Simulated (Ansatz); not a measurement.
# How fast states decay through K2LiI2Br

Wanted: the relaxed cell of K2LiI2Br, its band edges and its decay constants. It is built by putting Li for part of the K in the K3I2Br structure of space group P-3m1, with the volume rescaled by atomic radii. The parent structure comes from the Materials Project.

Calculated with Ansatz 0.2.0; r2SCAN DFT, plane waves, PAW files, in the first sound run; inputs show where later runs differ.

The structure was built from a prototype and need not be the compound's stable phase.

**1. The starting structure**

Symmetry: P3m1, No. 156, trigonal system. The conventional cell has a = 4.678 Å, b = 4.678 Å, c = 11.500 Å, α = 90.00°, β = 90.00°, γ = 120.00°. Nearest to K lie 6 I at 3.36 Å. Nearest to K lie 3 Br at 3.21 Å and 3 I at 3.37 Å. Nearest to Li lie 3 Br at 3.21 Å and 3 I at 3.37 Å. I has 3 K at 3.36 Å and 3 Li at 3.37 Å nearest. I has 6 K at 3.36 to 3.37 Å nearest. Nearest to Br lie 3 K at 3.21 Å and 3 Li at 3.21 Å. It derives from K3I2Br. Li for part of the K in the K3I2Br structure of space group P-3m1. Farther neighbours and most contacts between anions are not listed.

**2. Relaxing the new crystal**

The substituted atoms don't fit the parent's cell, so cell and atoms relax together. A small smearing keeps the run stable in case the gap closes on the way.

File input.yaml:

```yaml
crystal:
  lattice:
    - [4.6781991181, 0.0, 0.0]
    - [-2.3390995591, 4.0514392802, 0.0]
    - [0.0, 0.0, 11.5003848128]
  atoms:
    - { symbol: K, position: [0.0, 0.0, 0.5] }
    - { symbol: K, position: [0.3333333333, 0.6666666667, 0.15133436] }
    - { symbol: Li, position: [0.6666666667, 0.3333333333, 0.84866564] }
    - { symbol: I, position: [0.3333333333, 0.6666666667, 0.67382773] }
    - { symbol: I, position: [0.6666666667, 0.3333333333, 0.32617227] }
    - { symbol: Br, position: [0.0, 0.0, 0.0] }
kpoints:
  mp_grid: { grid: [6, 6, 2] }
scf:
  occupations: { method: gaussian, width: 0.03 }
hamiltonian:
  xc: r2scan
output:
  forces: true
  stress: true
relax:
  f_tol: 0.02
  max_steps: 60
  cell: {}
```

On the command line:

```sh
> ansatz run input.yaml --threads 2 --pin off --max-ram 4096MiB --backend cpu --events-out ev --progress --plain --runs-dir out
```

Numbers of over 12 decimals in the logs are rounded to 6 here.

What it wrote:

```text
Engine: ansatz 0.2.0, aarch64-unknown-linux-gnu
Pseudopotentials: kind: paw
Pseudopotential: K, paw, valence charge 9, recommended cutoff 500 eV (meta_gga), K.paw.azcp
Pseudopotential: Li, paw, valence charge 3, recommended cutoff 500 eV (meta_gga), Li.paw.azcp
Pseudopotential: I, paw, valence charge 17, recommended cutoff 500 eV (meta_gga), I.paw.azcp
Pseudopotential: Br, paw, valence charge 7, recommended cutoff 500 eV (meta_gga), Br.paw.azcp
Functional definition: r2SCAN
  parameter k0 = 0.174
  parameter k1 = 0.065
  parameter a1 = 4.9479
  exchange = r2scan_x(k0 = k0, k1 = k1, a1 = a1)
  correlation = r2scan_c
Crystal: 6 atoms, lattice volume = 217.972 Å³
Basis set: ecut = 500 eV, 5543 PW (Γ), exchange–correlation on 144×144×360 points (64 copies of the dense FFT grid, shifted against one another)
Bands: 38, of which v1, the nominal top of the filled ones, is band 31 counted from 1 (30 counted from 0)
Symmetry: 6 space group operations
Space group: P3m1 (ITA 156), of the structure as read, at distance tolerance 6.0e-5 Å
k-points: 14 of 72 (time reversal used)
Non-local potential: K, projectors of the file, l = 0: 3, l = 1: 2, l = 2: 2
Non-local potential: Li, projectors of the file, l = 0: 3, l = 1: 2, l = 2: 1
Non-local potential: I, projectors of the file, l = 0: 2, l = 1: 2, l = 2: 2, l = 3: 2
Non-local potential: Br, projectors of the file, l = 0: 2, l = 1: 2, l = 2: 2
PAW form: soft (Blöchl's): semilocal exchange-correlation on the pseudo side does not see the compensation charge
PAW frozen core: K, regenerated for the run's functional (the file was generated under x = pbe(κ = 0.804, μ = 0.219515), c = pbe(β = 0.066725))
PAW frozen core: I, regenerated for the run's functional (the file was generated under x = pbe(κ = 0.804, μ = 0.219515), c = pbe(β = 0.066725))
PAW frozen core: Br, regenerated for the run's functional (the file was generated under x = pbe(κ = 0.804, μ = 0.219515), c = pbe(β = 0.066725))
PAW one-centre angular grid: K, 302 points (default); XC on 160 Gauss nodes
PAW one-centre angular grid: Li, 302 points (default); XC on 327 of its mesh's 2665 points in the sphere
PAW one-centre angular grid: I, 590 points (default); XC on 160 Gauss nodes
PAW one-centre angular grid: Br, 302 points (default); XC on 160 Gauss nodes
Initial density: superposition of atomic densities (neutral atoms: chi_scale 0, normalization atom), corrected by the library's trained network
Initial wavefunctions: pseudopotential atomic-orbital guess
Functional: x = r2scan, c = r2scan; τ floored in thin density (d = 2e-4 eV/Å³)
SCF iter   1: F=—  HF=-21148.576362 eV  |F-HF|=—  |Δ(HF+E_count)|=         —  Δρ=2.54e-3  dr2=1.44e-2  dr2_τ=3.59e-3  ethr=1.77e-3  ⟨swp⟩=11.0  Hψ=2954  notcnv=0
preconditioner: auto → Resta (q_TF=auto, 2.213 Å⁻¹)  ε∞=2.3  [insulator: Δε(μ)=4.245 eV  Ē_g=13.275 eV  σ=0.030 eV  W_gap=1.00  n_scr=38 (ndim 8)  ℏωp=15.1 eV  f_vac=0.066  D(μ)=0.00/eV (n_scr^D=0)  ε∞_Penn≈2.3]
SCF iter   2: F=—  HF=-21148.607830 eV  |F-HF|=—  |Δ(HF+E_count)|=   3.15e-2  Δρ=1.22e-3  dr2=2.86e-3  dr2_τ=9.75e-5  ethr=2.32e-5  ⟨swp⟩=3.2  Hψ=1210  notcnv=0  defer=30
SCF iter   3: F=—  HF=-21148.607962 eV  |F-HF|=—  |Δ(HF+E_count)|=   1.32e-4  Δρ=2.97e-4  dr2=2.28e-4  dr2_τ=1.18e-5  ethr=4.62e-6  ⟨swp⟩=2.0  Hψ=1004  notcnv=0  defer=16
automatic band count: iteration 3 solves 37 bands in place of 38: the levels show a gap, and the empty bands left out lie too high to hold charge; the band table lists the bands solved (type scf.n_extra_bands for more)
SCF iter   4: F=—  HF=-21148.608062 eV  |F-HF|=—  |Δ(HF+E_count)|=   1.01e-4  Δρ=9.99e-5  dr2=3.17e-5  dr2_τ=1.22e-6  ethr=3.67e-7  ⟨swp⟩=2.0  Hψ=936  notcnv=0  defer=16
SCF iter   5: F=—  HF=-21148.608021 eV  |F-HF|=—  |Δ(HF+E_count)|=   4.13e-5  Δρ=2.24e-5  dr2=1.59e-6  dr2_τ=8.13e-8  ethr=5.11e-8  ⟨swp⟩=2.0  Hψ=939  notcnv=0  defer=16
SCF iter   6: F=—  HF=-21148.608022 eV  |F-HF|=—  |Δ(HF+E_count)|=   1.01e-6  Δρ=5.95e-6  dr2=1.12e-7  dr2_τ=4.17e-9  ethr=2.56e-9  ⟨swp⟩=2.0  Hψ=936  notcnv=0  defer=16
SCF iter   7: F=-21148.608022 eV  HF=-21148.608022 eV  |F-HF|=6.50e-9  |Δ(HF+E_count)|=   1.87e-8  Δρ=2.09e-6  dr2=1.60e-8  dr2_τ=6.15e-10  ethr=1.61e-10  ⟨swp⟩=4.8  Hψ=1728  notcnv=0
SCF 1 converged in 7 iterations: F = -21148.608022 eV  dr2 = 1.60e-8
  greatest PAW one-centre occupation: 0.999 electrons in one spin orbital (limit 2), on the Li atom at site 2 (counted from 0), in its partial waves of l = 0
relax step   1: F+E_penalty+E_count = -21148.60802200 eV  Δ(F+E_penalty+E_count) = +0.000e0 eV  max|allowed force component| = 7.607e-1 eV/Å  Δτ_max = 0.0000 Å  P = +0.481 GPa  Ω = 217.972 Å³  (7 SCF iters, dr2 threshold 1.00e-7 eV, accepted)
Crystal: 6 atoms, lattice volume = 218.253 Å³
Initial density: handed on by an earlier stage of this run
Initial wavefunctions: those handed on with the density
iter 1 solved again at ethr=8.04e-5 eV; its pass at ethr=3.10e-3 eV (dr2=4.99e-2 eV) is discarded
SCF iter   1: F=—  HF=-21148.658488 eV  |F-HF|=—  |Δ(HF+E_count)|=         —  Δρ=5.31e-3  dr2=5.17e-2  dr2_τ=7.91e-1  ethr=8.04e-5  ⟨swp⟩=2.6  Hψ=2875  notcnv=0
automatic band count: iteration 1 solves 36 bands in place of 38: the levels show a gap, and the empty bands left out lie too high to hold charge; the band table lists the bands solved (type scf.n_extra_bands for more)
preconditioner: auto → Resta (q_TF=auto, 2.212 Å⁻¹)  ε∞=2.4  [insulator: Δε(μ)=4.252 eV  Ē_g=12.866 eV  σ=0.030 eV  W_gap=1.00  n_scr=38 (ndim 8)  ℏωp=15.1 eV  f_vac=0.066  D(μ)=0.00/eV (n_scr^D=0)  ε∞_Penn≈2.4]
SCF iter   2: F=—  HF=-21148.807454 eV  |F-HF|=—  |Δ(HF+E_count)|=   1.49e-1  Δρ=2.98e-3  dr2=1.41e-2  dr2_τ=5.41e-4  ethr=8.04e-5  ⟨swp⟩=4.1  Hψ=987  notcnv=0
SCF iter   3: F=—  HF=-21148.805732 eV  |F-HF|=—  |Δ(HF+E_count)|=   1.72e-3  Δρ=7.57e-4  dr2=2.74e-3  dr2_τ=8.29e-5  ethr=2.28e-5  ⟨swp⟩=2.9  Hψ=1068  notcnv=0  defer=4
SCF iter   4: F=—  HF=-21148.805252 eV  |F-HF|=—  |Δ(HF+E_count)|=   4.80e-4  Δρ=2.59e-4  dr2=3.52e-4  dr2_τ=4.77e-6  ethr=4.42e-6  ⟨swp⟩=2.0  Hψ=928  notcnv=0  defer=5
SCF iter   5: F=—  HF=-21148.805186 eV  |F-HF|=—  |Δ(HF+E_count)|=   6.62e-5  Δρ=5.22e-5  dr2=1.70e-5  dr2_τ=8.11e-7  ethr=5.68e-7  ⟨swp⟩=2.0  Hψ=653  notcnv=0  defer=5
SCF iter   6: F=—  HF=-21148.805185 eV  |F-HF|=—  |Δ(HF+E_count)|=   6.36e-7  Δρ=2.13e-5  dr2=1.24e-6  dr2_τ=3.72e-8  ethr=2.74e-8  ⟨swp⟩=2.9  Hψ=931  notcnv=0  defer=5
SCF iter   7: F=-21148.805185 eV  HF=-21148.805185 eV  |F-HF|=8.30e-8  |Δ(HF+E_count)|=   1.71e-7  Δρ=5.72e-6  dr2=1.24e-7  dr2_τ=3.30e-9  ethr=9.68e-10  ⟨swp⟩=5.0  Hψ=1822  notcnv=0
SCF 2 converged in 7 iterations: F = -21148.805185 eV  dr2 = 1.24e-7
relax step   2: F+E_penalty+E_count = -21148.80518518 eV  Δ(F+E_penalty+E_count) = -1.972e-1 eV  max|allowed force component| = 3.949e-1 eV/Å  Δτ_max = 0.1949 Å  P = +0.034 GPa  Ω = 218.253 Å³  energy of the carried Pulay correction = -2.834e-5 eV  (7 SCF iters, dr2 threshold 6.00e-7 eV, accepted)
Crystal: 6 atoms, lattice volume = 215.906 Å³
Basis set: ecut = 500 eV, 5509 PW (Γ), exchange–correlation on 144×144×360 points (64 copies of the dense FFT grid, shifted against one another)
iter 1 solved again at ethr=1.40e-4 eV; its pass at ethr=3.10e-3 eV (dr2=8.65e-2 eV) is discarded
SCF iter   1: F=—  HF=-21148.812093 eV  |F-HF|=—  |Δ(HF+E_count)|=         —  Δρ=6.31e-3  dr2=8.88e-2  dr2_τ=1.16e0  ethr=1.40e-4  ⟨swp⟩=2.4  Hψ=3004  notcnv=0
automatic band count: iteration 1 solves 36 bands in place of 38: the levels show a gap, and the empty bands left out lie too high to hold charge; the band table lists the bands solved (type scf.n_extra_bands for more)
preconditioner: auto → Resta (q_TF=auto, 2.216 Å⁻¹)  ε∞=2.4  [insulator: Δε(μ)=4.232 eV  Ē_g=12.911 eV  σ=0.030 eV  W_gap=1.00  n_scr=38 (ndim 8)  ℏωp=15.2 eV  f_vac=0.069  D(μ)=0.00/eV (n_scr^D=0)  ε∞_Penn≈2.4]
SCF iter   2: F=—  HF=-21148.892927 eV  |F-HF|=—  |Δ(HF+E_count)|=   8.08e-2  Δρ=3.15e-3  dr2=1.57e-2  dr2_τ=1.20e-3  ethr=1.40e-4  ⟨swp⟩=4.1  Hψ=992  notcnv=0
SCF iter   3: F=—  HF=-21148.891060 eV  |F-HF|=—  |Δ(HF+E_count)|=   1.87e-3  Δρ=8.97e-4  dr2=1.81e-3  dr2_τ=6.28e-5  ethr=2.53e-5  ⟨swp⟩=3.1  Hψ=991  notcnv=0  defer=1
SCF iter   4: F=—  HF=-21148.891024 eV  |F-HF|=—  |Δ(HF+E_count)|=   3.56e-5  Δρ=3.26e-4  dr2=2.90e-4  dr2_τ=5.77e-6  ethr=2.92e-6  ⟨swp⟩=2.0  Hψ=891  notcnv=0  defer=1
SCF iter   5: F=—  HF=-21148.891028 eV  |F-HF|=—  |Δ(HF+E_count)|=   4.53e-6  Δρ=5.63e-5  dr2=1.25e-5  dr2_τ=6.75e-7  ethr=4.69e-7  ⟨swp⟩=2.0  Hψ=669  notcnv=0  defer=1
SCF iter   6: F=—  HF=-21148.891030 eV  |F-HF|=—  |Δ(HF+E_count)|=   1.97e-6  Δρ=2.09e-5  dr2=1.06e-6  dr2_τ=3.69e-8  ethr=2.01e-8  ⟨swp⟩=2.0  Hψ=902  notcnv=0  defer=1
SCF iter   7: F=-21148.891031 eV  HF=-21148.891031 eV  |F-HF|=9.11e-8  |Δ(HF+E_count)|=   3.42e-7  Δρ=5.79e-6  dr2=1.36e-7  dr2_τ=3.54e-9  ethr=9.68e-10  ⟨swp⟩=5.0  Hψ=1799  notcnv=0
SCF 3 converged in 7 iterations: F = -21148.891031 eV  dr2 = 1.36e-7
relax step   3: F+E_penalty+E_count = -21148.89103067 eV  Δ(F+E_penalty+E_count) = -8.585e-2 eV  max|allowed force component| = 8.373e-2 eV/Å  Δτ_max = 0.1938 Å  P = -0.041 GPa  Ω = 215.906 Å³  energy of the carried Pulay correction = +2.096e-4 eV  (7 SCF iters, dr2 threshold 6.00e-7 eV, accepted)
[...]
relax step   4: F+E_penalty+E_count = -21148.89517283 eV  Δ(F+E_penalty+E_count) = -4.142e-3 eV  max|allowed force component| = 2.909e-2 eV/Å  Δτ_max = 0.0274 Å  P = -0.025 GPa  Ω = 215.296 Å³  energy of the carried Pulay correction = +2.719e-4 eV  (6 SCF iters, dr2 threshold 4.38e-7 eV, accepted)
[...]
relax step   5: F+E_penalty+E_count = -21148.89640657 eV  Δ(F+E_penalty+E_count) = -1.234e-3 eV  max|allowed force component| = 2.230e-2 eV/Å  Δτ_max = 0.0125 Å  P = -0.029 GPa  Ω = 215.238 Å³  energy of the carried Pulay correction = +2.778e-4 eV  (5 SCF iters, dr2 threshold 5.29e-8 eV, accepted)
[...]
relax step   6: F+E_penalty+E_count = -21148.89667686 eV  Δ(F+E_penalty+E_count) = -2.703e-4 eV  max|allowed force component| = 1.805e-3 eV/Å  Δτ_max = 0.0096 Å  P = -0.003 GPa  Ω = 214.822 Å³  energy of the carried Pulay correction = +3.204e-4 eV  (6 SCF iters, dr2 threshold 3.11e-8 eV, accepted)
Initial wavefunctions: pseudopotential atomic-orbital guess (no wavefunctions were taken with the density)
iter 1 solved again at ethr=4.29e-7 eV; its pass at ethr=3.10e-3 eV (dr2=2.66e-4 eV) is discarded
SCF iter   1: F=—  HF=-21148.896350 eV  |F-HF|=—  |Δ(HF+E_count)|=         —  Δρ=6.75e-5  dr2=2.92e-7  dr2_τ=7.00e-7  ethr=4.29e-7  ⟨swp⟩=3.6  Hψ=4300  notcnv=0
eigensolver tolerance schedule: the retry pair's looser diagonalisation over-reported the residual by 910.31 of it (diagonalisation noise at 0.14 of the residual, at the tolerance the schedule requests for it); recorded, not acted on — ethr = c·dr2/N_el stays at c = 1.0e-1
preconditioner: auto → Resta (q_TF=auto, 2.218 Å⁻¹)  ε∞=2.3  [insulator: Δε(μ)=4.327 eV  Ē_g=13.399 eV  σ=0.030 eV  W_gap=1.00  n_scr=38 (ndim 8)  ℏωp=15.2 eV  f_vac=0.073  D(μ)=0.00/eV (n_scr^D=0)  ε∞_Penn≈2.3]
SCF iter   2: F=—  HF=-21148.896411 eV  |F-HF|=—  |Δ(HF+E_count)|=   6.05e-5  Δρ=3.41e-5  dr2=7.78e-8  dr2_τ=9.00e-7  ethr=4.70e-10  ⟨swp⟩=3.1  Hψ=1128  notcnv=0
SCF iter   3: F=—  HF=-21148.896401 eV  |F-HF|=—  |Δ(HF+E_count)|=   9.49e-6  Δρ=2.26e-6  dr2=8.49e-9  dr2_τ=3.40e-9  ethr=1.26e-10  ⟨swp⟩=2.0  Hψ=966  notcnv=0
SCF iter   4: F=—  HF=-21148.896401 eV  |F-HF|=—  |Δ(HF+E_count)|=   1.28e-8  Δρ=5.76e-7  dr2=7.87e-10  dr2_τ=1.46e-10  ethr=1.37e-11  ⟨swp⟩=2.0  Hψ=952  notcnv=0
SCF iter   5: F=-21148.896401 eV  HF=-21148.896401 eV  |F-HF|=1.56e-10  |Δ(HF+E_count)|=   1.87e-9  Δρ=1.33e-7  dr2=2.41e-11  dr2_τ=4.84e-12  ethr=1.00e-12  ⟨swp⟩=4.0  Hψ=2408  notcnv=0
SCF 7 converged in 5 iterations: F = -21148.896401 eV  dr2 = 2.41e-11
relax step   7: F+E_penalty+E_count = -21148.89640133 eV  Δ(F+E_penalty+E_count) = +2.755e-4 eV  max|allowed force component| = 1.798e-3 eV/Å  Δτ_max = 0.0000 Å  P = -0.004 GPa  Ω = 214.822 Å³  stress off target by 7.42e-3 GPa  SCF on the basis re-selected at this cell (its energy is not comparable with the rows above)  (5 SCF iters)
basis re-selected at this cell: Δ(F+E_penalty+E_count) = +2.755e-4 eV, ΔP = -0.001 GPa vs the last step (what re-selecting the basis moved, of the pressure what is left beyond the Pulay correction that the steps carried, after the strain that the cell walked since its last selection, with what the two solves' SCF thresholds leave and, on support functions, any second-order correction that the steps lacked; it is no m [...]
SCF converged after 5 iterations
Free energy (F): -21148.896401 eV
Harris-Foulkes:  -21148.896401 eV  (|F-HF|=1.56e-10)
Internal energy: -21148.896401 eV  (E = F + TS)
E sigma→0 (E₀):  -21148.896401 eV
Fermi energy:    4.458310 eV
--- Per-component energies (eV) ---
  E_band       = -1187.032406
  E_kinetic    = 1041.424556
  E_local      = -6155.467487  (includes V_loc(G=0)·N_el)
  E_nonlocal   = -118.296980
  E_hartree    = 2858.983538
  E_xc         = -772.030346
  E_vxc        = -783.045864  (∫ρ·V_xc dr)
  E_paw        = -13546.988665  (= ΣΔE_a)
  E_vpaw       = -935.270470  (= ΣTr[D̂ρ^β])
  E_aug_tail   = -0.000168  (compensation charges beyond the density's cutoff)
  E_vtau       = 45.656848  (kinetic-family band-sum trace: ∫τ·v_τ [+ j·A + Jᵃ·Aᵃ] dr)
  E_ewald      = -4456.116391
  E_core_change = -0.404458  (= ΣΔE_core)
  E_smearing   = -0.000000  (= −TS)
  E_closure    = 0.000000  (closes the sum)
  Σ components = -21148.896401   (vs F -21148.896401, Δ=0.00e0)
--- Forces (eV/Å), atoms counted from 1 ---
  atom   1  K      0.00000000     0.00000000    -0.00070370
  atom   2  K      0.00000000     0.00000000     0.00024462
  atom   3  Li     0.00000000     0.00000000     0.00141763
  atom   4  I     -0.00000000    -0.00000000     0.00048947
  atom   5  I      0.00000000     0.00000000     0.00034731
  atom   6  Br    -0.00000000     0.00000000    -0.00179898
  max |Σ_I F_I| component: 3.64e-6 eV/Å
--- Stress (GPa, compression-positive) ---
       -0.007422      -0.000000       0.000000
       -0.000000      -0.007422       0.000000
        0.000000       0.000000       0.002137
  P = ⅓ Tr σ = -0.0042 GPa (-0.042 kbar)
--- Relaxed structure (6 steps of the walk, 6 accepted, 1 SCFs on fresh bases) ---
  F+E_penalty+E_count = -21148.89640133 eV   max|allowed force component| = 1.798e-3 eV/Å   (the final SCF, on the basis selected at the relaxed cell)
  cell:  # Å, volume = 214.8218 Å³
    - [4.606493, 2.842490241953333e-11, 0]
    - [-2.303246, 3.989340, 0]
    - [0, 0, 11.689799]
  atoms:
    - { symbol: K, position: [0, 0, 0.515075] }
    - { symbol: K, position: [0.333333, 0.666667, 0.134875] }
    - { symbol: Li, position: [0.666667, 0.333333, 0.842242] }
    - { symbol: I, position: [0.333333, 0.666667, 0.709215] }
    - { symbol: I, position: [0.666667, 0.333333, 0.327119] }
    - { symbol: Br, position: [0, 0, -0.028526] }
```

Wall time 58 s (2 threads of Arm Neoverse V2, shared host); peak memory 0.91 GiB.

Step by step:

| step | energy less that of the first step (eV) | largest force component (eV/Å) | pressure (GPa) | volume (Å³) |
| --- | --- | --- | --- | --- |
| 1 | 0.0000 | 0.7607 | 0.48 | 217.97 |
| 2 | -0.1972 | 0.3949 | 0.03 | 218.25 |
| 3 | -0.2830 | 0.0837 | -0.04 | 215.91 |
| 4 | -0.2872 | 0.0291 | -0.02 | 215.30 |
| 5 | -0.2884 | 0.0223 | -0.03 | 215.24 |
| 6 | -0.2887 | 0.0018 | 0.00 | 214.82 |
| 7* | -0.2884 | 0.0018 | 0.00 | 214.82 |

Relaxation steps marked * repeat the geometry before them on a plane-wave basis chosen anew for their cell, so energy and pressure can jump there.

Forces are held to the 6 operations that the run works with; a distortion that breaks them can't arise in this run.

| conventional cell, symmetrised | before | after | change |
| --- | --- | --- | --- |
| a (Å) | 4.678 | 4.606 | -1.5 % |
| b (Å) | 4.678 | 4.606 | -1.5 % |
| c (Å) | 11.500 | 11.690 | +1.6 % |
| volume (Å³/atom) | 36.33 | 35.80 | -1.4 % |

The atoms that moved most (Å, as changes of fractional coordinates times the final cell):

| atom | dx | dy | dz | length |
| --- | --- | --- | --- | --- |
| I4 | 0.000 | 0.000 | 0.414 | 0.414 |
| Br6 | 0.000 | 0.000 | -0.333 | 0.333 |
| K2 | 0.000 | 0.000 | -0.192 | 0.192 |
| K1 | 0.000 | 0.000 | 0.176 | 0.176 |
| Li3 | 0.000 | 0.000 | -0.075 | 0.075 |
| I5 | 0.000 | 0.000 | 0.011 | 0.011 |

Numbers from this step:

| Property | Result |
| --- | --- |
| free energy | -21148.8964 eV |
| Fermi energy | 4.458 eV |
| pressure | -0.004235 GPa |

The largest force component on a free atom ends at 0.0018 eV/Å.

**3. Band edges**

The energy window and the wavevectors of the next steps follow from the band edges, so these are searched first, off the mesh as well.

File input.yaml:

```yaml
crystal:
  lattice:
    - [4.6064926238, 0.0, 0.0]
    - [-2.3032463119, 3.9893396345, 0.0]
    - [0.0, 0.0, 11.6897991824]
  atoms:
    - { symbol: K, position: [0.0, 0.0, 0.5150745482] }
    - { symbol: K, position: [0.3333333333, 0.6666666667, 0.1348748888] }
    - { symbol: Li, position: [0.6666666667, 0.3333333333, 0.8422419765] }
    - { symbol: I, position: [0.3333333333, 0.6666666667, 0.7092146807] }
    - { symbol: I, position: [0.6666666667, 0.3333333333, 0.3271194957] }
    - { symbol: Br, position: [0.0, 0.0, -0.02852559] }
kpoints:
  mp_grid: { grid: [6, 6, 2] }
  band_path: { path: [VBM, CBM], npoints: 30 }
scf:
  occupations: { method: fixed }
hamiltonian:
  xc: r2scan
output:
  eigenvalues: true
  write_potential: true
  write_density: true
  volumetric_format: npy
```

What it wrote:

```text
[...]
Crystal: 6 atoms, lattice volume = 214.822 Å³
Basis set: ecut = 500 eV, 5461 PW (Γ), exchange–correlation on 144×144×360 points (64 copies of the dense FFT grid, shifted against one another)
Bands: 38, of which v1, the nominal top of the filled ones, is band 31 counted from 1 (30 counted from 0)
Symmetry: 6 space group operations
[...]
k-points: 14 of 72 (time reversal used)
[...]
SCF iter   1: F=—  HF=-21148.862185 eV  |F-HF|=—  |Δ(HF+E_count)|=         —  Δρ=2.57e-3  dr2=1.37e-2  dr2_τ=3.48e-3  ethr=1.77e-3  ⟨swp⟩=6.0  Hψ=2060  notcnv=0  defer=58
[...]
SCF iter   7: F=-21148.896401 eV  HF=-21148.896401 eV  |F-HF|=2.03e-9  |Δ(HF+E_count)|=   2.47e-8  Δρ=1.69e-6  dr2=1.08e-8  dr2_τ=4.96e-10  ethr=1.61e-10  ⟨swp⟩=3.9  Hψ=1306  notcnv=0
SCF 1 converged in 7 iterations: F = -21148.896401 eV  dr2 = 1.08e-8
[...]
NSCF: frozen V_eff on 34 k-points
[...]
SCF converged after 7 iterations
Free energy (F): -21148.896401 eV
[...]
Internal energy: -21148.896401 eV  (E = F + TS)
E sigma→0 (E₀):  -21148.896401 eV
Fermi energy:    2.295067 eV
[...]
--- Band table (eV; the first three rows and the last of 14) ---
  k-point 0: bands = [... 27 lower, 2.0297, 2.0297, 2.2951, 2.2951, 6.6214, 7.7686, 8.3820, 8.8997, ... 3 higher]
  k-point 1: bands = [... 27 lower, 2.0398, 2.0398, 2.2860, 2.2860, 7.2077, 7.4603, 8.0239, 8.6115, ... 3 higher]
  k-point 2: bands = [... 27 lower, 1.8593, 1.9202, 1.9619, 2.2037, 7.1909, 8.2351, 8.6930, 9.0209, ... 3 higher]
  k-point 13: bands = [... 27 lower, 1.2746, 1.4956, 1.5501, 1.7036, 8.6534, 8.9748, 9.2486, 9.3201, ... 3 higher]
```

Wall time 52 s (2 threads); peak memory 0.83 GiB; 1.7 min of CPU time.

The column dr2 measures how far the density is from self-consistency, as an energy; F and HF (Harris–Foulkes) agree once it is small.

This step gave:

```
Fermi energy        : 2.295 eV
gap on the k-mesh   : 4.326 eV
gap on path         : 4.326 eV, by band count; negative where bands overlap
direct gap on path  : 4.326 eV
edge places on path : 0, 0 1/A along the path
```

Levels at VBM (eV): -1.90, -1.41, -1.04, -1.04, -0.32, -0.27, -0.27, 0.00, 0.00, 4.33, 5.47, 6.09, 6.60, 7.14, 7.38, 7.38.

The searched edges give 4.33 eV, as on the mesh.

[end of part 1 of 2]

[Logs are printed without paths, hosts, clocks, repeated set-up lines and the standing remarks that a program may print on its own settings, such as how far it seeks lower states.]

[Hosts, paths, dates, database ids (printed as entryN), source tags and the programs' standing remarks are cut or masked in the printed files.]
